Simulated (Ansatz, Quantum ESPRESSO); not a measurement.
# Evanescent states of C, diamond type, lattice constant set to 3.411 Å, part 2 of 3

How good a tunnel barrier is C, diamond type, lattice constant set to 3.411 Å?

Quantum ESPRESSO 7.5; plane-wave DFT, LDA, PseudoDojo norm-conserving pseudopotentials; cross-check by Ansatz 0.2.0 with PAW datasets.

So far. Step 2 (Self-consistent run): The run needed 9 iterations to bring the estimated error under 1e-09 Ry.

## (3) Complex band structure

Level of this step: complex band structure by pwcond; plane-wave DFT, LDA, PseudoDojo norm-conserving pseudopotentials (Quantum ESPRESSO).

ikind = 0 solves one period of the crystal for all kz, real and complex, at each energy and k across. ewind and epsproj trim the two-dimensional plane-wave basis; nz1 sets the subslabs.

Input file cbs.in:

```
&inputcond
  outdir = './out'
  prefixl = 'scf'
  band_file = 'cbs'
  ikind = 0
  ewind = 4.0
  epsproj = 1e-05
  nz1 = 7
  energy0 = 7.44
  denergy = -0.24
/
4
  0.00000000 0.00000000 1.00000000
  0.50000000 0.00000000 1.00000000
  0.50000000 0.50000000 1.00000000
  0.25000000 0.00000000 1.00000000
40
```

Started as:

```console
> OMP_NUM_THREADS=1 mpirun -n 2 pwcond.x -in cbs.in > cbs.out
```

Log:

```text
[banner, memory and clock lines left out]
Program PWCOND v.7.5 starts

          URL

     ./out/scf.save/

     IMPORTANT: XC functional enforced from input :
     Exchange-correlation= PW
                           (   1   4   0   0   0   0   0)
     Any further DFT definition will be discarded
     Please, verify this is what you really want

     Reading collected, re-writing distributed wavefunctions

===== INPUT FILE containing the left lead =====

     GEOMETRY:

     lattice parameter (alat)  =       4.5579  a.u.
     the volume                =     133.9096 (a.u.)^3
     the cross section         =      20.7745 (a.u.)^2
     l of the unit cell        =       1.4142 (alat)
     number of atoms/cell      =            4
     number of atomic types    =            1

     crystal axes: (cart. coord. in units of alat)
               a(1) = (  1.0000  0.0000  0.0000 )
               a(2) = (  0.0000  1.0000  0.0000 )
               a(3) = (  0.0000  0.0000  1.4142 )

   Cartesian axes

     site n.     atom                  positions (alat units)
          1        C      tau(  1)=(  0.0000  0.0000  1.4142  )
          2        C      tau(  2)=(  0.5000  0.0000  0.3536  )
          3        C      tau(  3)=(  0.5000  0.5000  0.7071  )
          4        C      tau(  4)=(  0.0000  0.5000  1.0607  )

     nr1s                      =           25
     nr2s                      =           25
     nr3s                      =           36
     nr1sx                     =           25
     nr2sx                     =           25
     nr3sx                     =           36
     nr1                       =           25
     nr2                       =           25
     nr3                       =           36
     nr1x                      =           25
     nr2x                      =           25
     nr3x                      =           36

 _______________________________
  Radii of nonlocal spheres:

     type       ibeta     ang. mom.          radius (alat units)
       C          1         0                    0.2611
       C          2         0                    0.2655
       C          3         1                    0.2742
       C          4         1                    0.2786
----- General information -----

----- Complex band structure calculation -----

     nrx                       =           25
     nry                       =           25
     nz1                       =            7

     energy0               =         7.4E+00
     denergy               =        -2.4E-01
     nenergy               =         40
     ecut2d                =         7.4E+01
     ewind                 =         4.0E+00
     epsproj               =         1.0E-05

     number of k_|| points=    4
                       cryst. coord.
        k(    1) = (   0.0000000   0.0000000), wk =   0.2500000
        k(    2) = (   0.5000000   0.0000000), wk =   0.2500000
        k(    3) = (   0.5000000   0.5000000), wk =   0.2500000
        k(    4) = (   0.2500000   0.0000000), wk =   0.2500000
----- Information about left lead -----

     nocros                   =            8
     noins                    =           24
     norb                     =           40
     norbf                    =           40
     nrz                      =           36

      iorb      type   ibeta   ang. mom.   m       position (alat)
        1        1       1        0        1   taunew(   1)=(  0.0000  0.0000  0.0000)
        2        1       2        0        1   taunew(   2)=(  0.0000  0.0000  0.0000)
        3        1       3        1        1   taunew(   3)=(  0.0000  0.0000  0.0000)
        4        1       3        1        2   taunew(   4)=(  0.0000  0.0000  0.0000)
        5        1       3        1        3   taunew(   5)=(  0.0000  0.0000  0.0000)
        6        1       4        1        1   taunew(   6)=(  0.0000  0.0000  0.0000)
        7        1       4        1        2   taunew(   7)=(  0.0000  0.0000  0.0000)
        8        1       4        1        3   taunew(   8)=(  0.0000  0.0000  0.0000)
        9        1       1        0        1   taunew(   9)=(  0.5000  0.0000  0.3536)
       10        1       2        0        1   taunew(  10)=(  0.5000  0.0000  0.3536)
       11        1       3        1        1   taunew(  11)=(  0.5000  0.0000  0.3536)
       12        1       3        1        2   taunew(  12)=(  0.5000  0.0000  0.3536)
       13        1       3        1        3   taunew(  13)=(  0.5000  0.0000  0.3536)
       14        1       4        1        1   taunew(  14)=(  0.5000  0.0000  0.3536)
       15        1       4        1        2   taunew(  15)=(  0.5000  0.0000  0.3536)
       16        1       4        1        3   taunew(  16)=(  0.5000  0.0000  0.3536)
       17        1       1        0        1   taunew(  17)=(  0.5000  0.5000  0.7071)
       18        1       2        0        1   taunew(  18)=(  0.5000  0.5000  0.7071)
       19        1       3        1        1   taunew(  19)=(  0.5000  0.5000  0.7071)
       20        1       3        1        2   taunew(  20)=(  0.5000  0.5000  0.7071)
       21        1       3        1        3   taunew(  21)=(  0.5000  0.5000  0.7071)
       22        1       4        1        1   taunew(  22)=(  0.5000  0.5000  0.7071)
       23        1       4        1        2   taunew(  23)=(  0.5000  0.5000  0.7071)
       24        1       4        1        3   taunew(  24)=(  0.5000  0.5000  0.7071)
       25        1       1        0        1   taunew(  25)=(  0.0000  0.5000  1.0607)
       26        1       2        0        1   taunew(  26)=(  0.0000  0.5000  1.0607)
       27        1       3        1        1   taunew(  27)=(  0.0000  0.5000  1.0607)
       28        1       3        1        2   taunew(  28)=(  0.0000  0.5000  1.0607)
       29        1       3        1        3   taunew(  29)=(  0.0000  0.5000  1.0607)
       30        1       4        1        1   taunew(  30)=(  0.0000  0.5000  1.0607)
       31        1       4        1        2   taunew(  31)=(  0.0000  0.5000  1.0607)
       32        1       4        1        3   taunew(  32)=(  0.0000  0.5000  1.0607)
       33        1       1        0        1   taunew(  33)=(  0.0000  0.0000  1.4142)
       34        1       2        0        1   taunew(  34)=(  0.0000  0.0000  1.4142)
       35        1       3        1        1   taunew(  35)=(  0.0000  0.0000  1.4142)
       36        1       3        1        2   taunew(  36)=(  0.0000  0.0000  1.4142)
       37        1       3        1        3   taunew(  37)=(  0.0000  0.0000  1.4142)
       38        1       4        1        1   taunew(  38)=(  0.0000  0.0000  1.4142)
       39        1       4        1        2   taunew(  39)=(  0.0000  0.0000  1.4142)
       40        1       4        1        3   taunew(  40)=(  0.0000  0.0000  1.4142)
    k slab    z(k)  z(k+1)     crossing(iorb=1,norb)
    1   0.0000 0.0393 0.0393   1111111100000000000000000000000000000000
    2   0.0393 0.0786 0.0393   1111111100000111000000000000000000000000
    3   0.0786 0.1179 0.0393   1111111111111111000000000000000000000000
    4   0.1179 0.1571 0.0393   1111111111111111000000000000000000000000
    5   0.1571 0.1964 0.0393   1111111111111111000000000000000000000000
    6   0.1964 0.2357 0.0393   1111111111111111000000000000000000000000
    7   0.2357 0.2750 0.0393   1111111111111111000000000000000000000000
    8   0.2750 0.3143 0.0393   0000011111111111000000000000000000000000
    9   0.3143 0.3536 0.0393   0000000011111111000000000000000000000000
   10   0.3536 0.3928 0.0393   0000000011111111000000000000000000000000
   11   0.3928 0.4321 0.0393   0000000011111111000001110000000000000000
   12   0.4321 0.4714 0.0393   0000000011111111111111110000000000000000
   13   0.4714 0.5107 0.0393   0000000011111111111111110000000000000000
   14   0.5107 0.5500 0.0393   0000000011111111111111110000000000000000
   15   0.5500 0.5893 0.0393   0000000011111111111111110000000000000000
   16   0.5893 0.6285 0.0393   0000000011111111111111110000000000000000
   17   0.6285 0.6678 0.0393   0000000000000111111111110000000000000000
   18   0.6678 0.7071 0.0393   0000000000000000111111110000000000000000
   19   0.7071 0.7464 0.0393   0000000000000000111111110000000000000000
   20   0.7464 0.7857 0.0393   0000000000000000111111110000011100000000
   21   0.7857 0.8250 0.0393   0000000000000000111111111111111100000000
   22   0.8250 0.8642 0.0393   0000000000000000111111111111111100000000
   23   0.8642 0.9035 0.0393   0000000000000000111111111111111100000000
   24   0.9035 0.9428 0.0393   0000000000000000111111111111111100000000
   25   0.9428 0.9821 0.0393   0000000000000000111111111111111100000000
   26   0.9821 1.0214 0.0393   0000000000000000000001111111111100000000
   27   1.0214 1.0607 0.0393   0000000000000000000000001111111100000000
   28   1.0607 1.0999 0.0393   0000000000000000000000001111111100000000
   29   1.0999 1.1392 0.0393   0000000000000000000000001111111100000111
   30   1.1392 1.1785 0.0393   0000000000000000000000001111111111111111
   31   1.1785 1.2178 0.0393   0000000000000000000000001111111111111111
   32   1.2178 1.2571 0.0393   0000000000000000000000001111111111111111
   33   1.2571 1.2964 0.0393   0000000000000000000000001111111111111111
   34   1.2964 1.3356 0.0393   0000000000000000000000001111111111111111
   35   1.3356 1.3749 0.0393   0000000000000000000000000000011111111111
   36   1.3749 1.4142 0.0393   0000000000000000000000000000000011111111
 ngper, shell number =          121          20
 ngper, n2d =          121          58
---  E-Ef =    7.4400000  k =    0.0000000   0.0000000
---  ie =          1  ik =          1
 Nchannels of the left tip =            3
 Right moving states:
   k1(2pi/a)   k2(2pi/a)   E-Ef (eV)
   0.1727832  -0.0000000   7.4400000
   0.1738970  -0.0000000   7.4400000
   0.2776851   0.0000000   7.4400000
 Left moving states:
   k1(2pi/a)   k2(2pi/a)   E-Ef (eV)
  -0.1727832  -0.0000000   7.4400000
  -0.1738970  -0.0000000   7.4400000
  -0.2776851   0.0000000   7.4400000

---  E-Ef =    7.2000000  k =    0.0000000   0.0000000
---  ie =          2  ik =          1
 Nchannels of the left tip =            3
 Right moving states:
   k1(2pi/a)   k2(2pi/a)   E-Ef (eV)
   0.1550057  -0.0000000   7.2000000
   0.1561679  -0.0000000   7.2000000
   0.2581294   0.0000000   7.2000000
 Left moving states:
   k1(2pi/a)   k2(2pi/a)   E-Ef (eV)
  -0.1550057  -0.0000000   7.2000000
  -0.1561678  -0.0000000   7.2000000
  -0.2581294   0.0000000   7.2000000
[... further energies and points left out ...]
---  E-Ef =   -1.6800000  k =    0.2500000   0.0000000
---  ie =         39  ik =          4
 Nchannels of the left tip =            1
 Right moving states:
   k1(2pi/a)   k2(2pi/a)   E-Ef (eV)
  -0.2196197   0.0000000  -1.6800000
 Left moving states:
   k1(2pi/a)   k2(2pi/a)   E-Ef (eV)
   0.2196198   0.0000000  -1.6800000

---  E-Ef =   -1.9200000  k =    0.2500000   0.0000000
---  ie =         40  ik =          4
 Nchannels of the left tip =            1
 Right moving states:
   k1(2pi/a)   k2(2pi/a)   E-Ef (eV)
  -0.2513816   0.0000000  -1.9200000
 Left moving states:
   k1(2pi/a)   k2(2pi/a)   E-Ef (eV)
   0.2513817   0.0000000  -1.9200000

Note: The following floating-point exceptions are signalling: IEEE_UNDERFLOW_FLAG IEEE_DENORMAL
Note: The following floating-point exceptions are signalling: IEEE_UNDERFLOW_FLAG IEEE_DENORMAL
```

Elapsed: 25 s, on 2 MPI ranks of AMD EPYC 7R43, shared host; peak memory 0.11 GiB.

This step gave:

| Quantity | Value |
| --- | --- |
| peak of the smallest κ at the zone centre | 0.307 Å⁻¹ |
| energy of the peak at the zone centre | 2.88 eV |
| peak of the smallest κ at (1/4, 0) | 0.546 Å⁻¹ |

K across = (0, 0) in the cell's reciprocal vectors; values within 0.0025 1/Å of each other count once, columns are sorted by size at each energy, a dash where no further value was kept. The Im kz of the slowest decaying states by energy, zero at the highest filled level of the SCF mesh:

```tsv
energy (eV)	decay 1 (Å⁻¹)	decay 2 (Å⁻¹)	decay 3 (Å⁻¹)
-1.92	1.64	2.43	2.84
-1.44	1.57	2.40	2.82
-0.96	1.51	2.38	2.79
-0.48	1.44	2.35	2.77
-0.24	1.40	2.34	2.76
0.00	1.37	2.33	2.75
0.24	0.101	0.106	0.183
0.72	0.197	0.323	1.26
1.20	0.246	0.414	1.18
1.68	0.277	0.484	1.09
2.16	0.296	0.541	0.998
2.64	0.305	0.589	0.894
2.88	0.307	0.611	0.838
3.36	0.304	0.649	0.709
3.84	0.293	0.545	0.682
4.32	0.273	0.29	0.71
4.80	0.242	0.734	2.06
5.28	0.197	0.755	2.03
5.76	0.121	0.124	0.772
6.00	0.032	0.043	0.13
6.48	0.46	0.793	1.96
6.96	0.604	0.803	1.93
7.44	0.698	0.81	1.91
```

K across = (0, 0) in the cell's reciprocal vectors. Re kz of states that move upwards against energy, zero at the highest filled level of the SCF mesh:

```tsv
energy (eV)	channel 1 (Å⁻¹)	channel 2 (Å⁻¹)	channel 3 (Å⁻¹)
-1.92	-0.571	-0.459	-0.457
-1.68	-0.532	-0.421	-0.419
-1.44	-0.491	-0.383	-0.381
-1.20	-0.446	-0.343	-0.341
-0.96	-0.398	-0.303	-0.300
-0.72	-0.344	-0.260	-0.257
-0.48	-0.281	-0.213	-0.210
-0.24	-0.201	-0.158	-0.154
0.00	-0.0802	-0.0738	-0.0552
0.24	-	-	-
0.72	-	-	-
0.96	-	-	-
1.20	-	-	-
1.44	-	-	-
1.68	-	-	-
1.92	-	-	-
2.16	-	-	-
2.40	-	-	-
2.64	-	-	-
2.88	-	-	-
3.12	-	-	-
3.36	-	-	-
3.60	-	-	-
3.84	-	-	-
4.08	-	-	-
4.32	-	-	-
4.56	-0.322	0.657	-
4.80	-0.131	0.892	-
5.28	-0.640	0.0669	-
5.52	-0.492	0.139	-
5.76	-0.320	0.201	-
6.00	0.257	-	-
6.24	0.113	0.117	0.307
6.48	0.169	0.171	0.354
6.72	0.212	0.215	0.397
6.96	0.251	0.253	0.437
7.20	0.286	0.288	0.475
7.44	0.318	0.320	0.512
```

K across = (1/2, 0) in the cell's reciprocal vectors; values within 0.0025 1/Å of each other count once, columns are sorted by size at each energy, a dash where no further value was kept. Table of Im kz of the slowest decaying states by energy, zero at the highest filled level of the SCF mesh:

```tsv
energy (eV)	decay 1 (Å⁻¹)	decay 2 (Å⁻¹)	decay 3 (Å⁻¹)
-1.92	0.328	0.801	0.807
-1.44	0.379	0.862	0.865
-0.96	0.421	0.899	0.902
-0.48	0.456	0.923	-
-0.24	0.471	0.931	-
0.00	0.486	0.936	1.94
0.24	0.499	0.94	1.91
0.72	0.522	0.944	1.86
1.20	0.542	0.942	1.8
1.68	0.558	0.935	-
2.16	0.572	0.925	1.68
2.64	0.583	0.91	1.62
2.88	0.587	0.902	1.59
3.36	0.594	0.882	1.52
3.84	0.599	0.859	1.45
4.32	0.601	0.833	1.38
4.80	0.6	0.802	1.31
5.28	0.596	0.768	1.23
5.76	0.589	0.73	1.15
6.00	0.583	0.708	1.10
6.48	0.57	0.661	0.664
6.96	0.552	0.607	0.61
7.44	0.527	0.543	0.547
```

K across = (1/2, 1/2) in the cell's reciprocal vectors; values within 0.0025 1/Å of each other count once, columns are sorted by size at each energy, a dash where no further value was kept. Im kz of the slowest decaying states against energy, zero at the highest filled level of the SCF mesh:

```tsv
energy (eV)	decay 1 (Å⁻¹)	decay 2 (Å⁻¹)	decay 3 (Å⁻¹)
-1.92	0.549	3.01	3.18
-1.68	0.548	3.00	3.17
-1.20	0.546	2.98	3.16
-0.96	0.543	2.97	3.15
-0.72	0.54	2.96	3.14
-0.24	0.531	2.93	3.12
0.00	0.526	2.92	3.12
0.24	0.519	2.91	3.11
0.72	0.504	2.89	-
0.96	0.496	2.88	3.08
1.20	0.486	2.87	3.07
1.68	0.464	2.84	-
1.92	0.452	2.83	3.04
2.16	0.439	2.82	3.04
2.64	0.408	2.79	-
2.88	0.391	2.78	-
3.36	0.352	2.76	-
3.60	0.329	2.74	-
3.84	0.304	2.73	-
4.32	0.242	2.71	-
4.56	0.202	2.69	-
4.80	0.15	2.68	-
5.28	2.65	2.92	-
5.52	2.64	2.91	-
5.76	2.63	2.90	-
6.24	2.60	2.88	-
6.48	2.59	2.87	-
6.72	2.58	2.86	-
7.20	2.55	2.84	-
7.44	2.53	2.83	-
```

K across = (1/4, 0) in the cell's reciprocal vectors; values within 0.0025 1/Å of each other count once, columns are sorted by size at each energy, a dash where no further value was kept. Im kz of the slowest decaying states against energy, zero at the highest filled level of the SCF mesh:

```tsv
energy (eV)	decay 1 (Å⁻¹)	decay 2 (Å⁻¹)	decay 3 (Å⁻¹)
-1.92	0.056	1.78	1.87
-1.68	0.166	1.75	1.85
-1.20	0.27	1.69	1.82
-0.96	0.307	1.66	1.8
-0.72	0.076	0.339	1.63
-0.24	0.27	0.391	1.56
0.00	0.321	0.413	1.53
0.24	0.361	0.433	1.50
0.72	0.422	0.468	1.44
0.96	0.446	0.483	1.40
1.20	0.467	0.496	1.37
1.68	0.499	0.52	1.30
1.92	0.512	0.53	1.26
2.16	0.522	0.539	1.22
2.64	0.537	0.554	1.15
2.88	0.542	0.56	1.11
3.36	0.546	0.569	1.02
3.60	0.545	0.573	0.978
3.84	0.543	0.575	0.932
4.32	0.532	0.577	0.829
4.56	0.524	0.577	0.773
4.80	0.513	0.575	0.711
5.28	0.484	0.565	0.57
5.52	0.465	0.472	0.565
5.76	0.351	0.442	0.559
6.24	0.384	0.545	1.25
6.48	0.346	0.535	1.23
6.72	0.3	0.524	1.21
7.20	0.148	0.496	1.18
7.44	0.478	1.17	1.4
```

The program's own clock; routines nest. Time by routine:

```tsv
routine	wall time (s)	calls
PWCOND	24.07	1
scatter_forw	16.33	160
compbs	6.98	160
compbs_2	6.52	160
init	0.41	1
local	0.31	4
poten	0.17	1
```

[end of part 2 of 3]

[Logs are printed without paths, hosts, clocks, repeated set-up lines and the standing remarks that a program may print on its own settings, such as how far it seeks lower states.]

[Hosts, paths, dates, database ids (printed as entryN), source tags and the programs' standing remarks are cut or masked in the printed files.]

[Maps of the electrostatic potential energy from Ansatz leave out the sawtooth potential of an applied field or a dipole correction, so their vacuum need not be flat; planar profiles and work functions include it.]
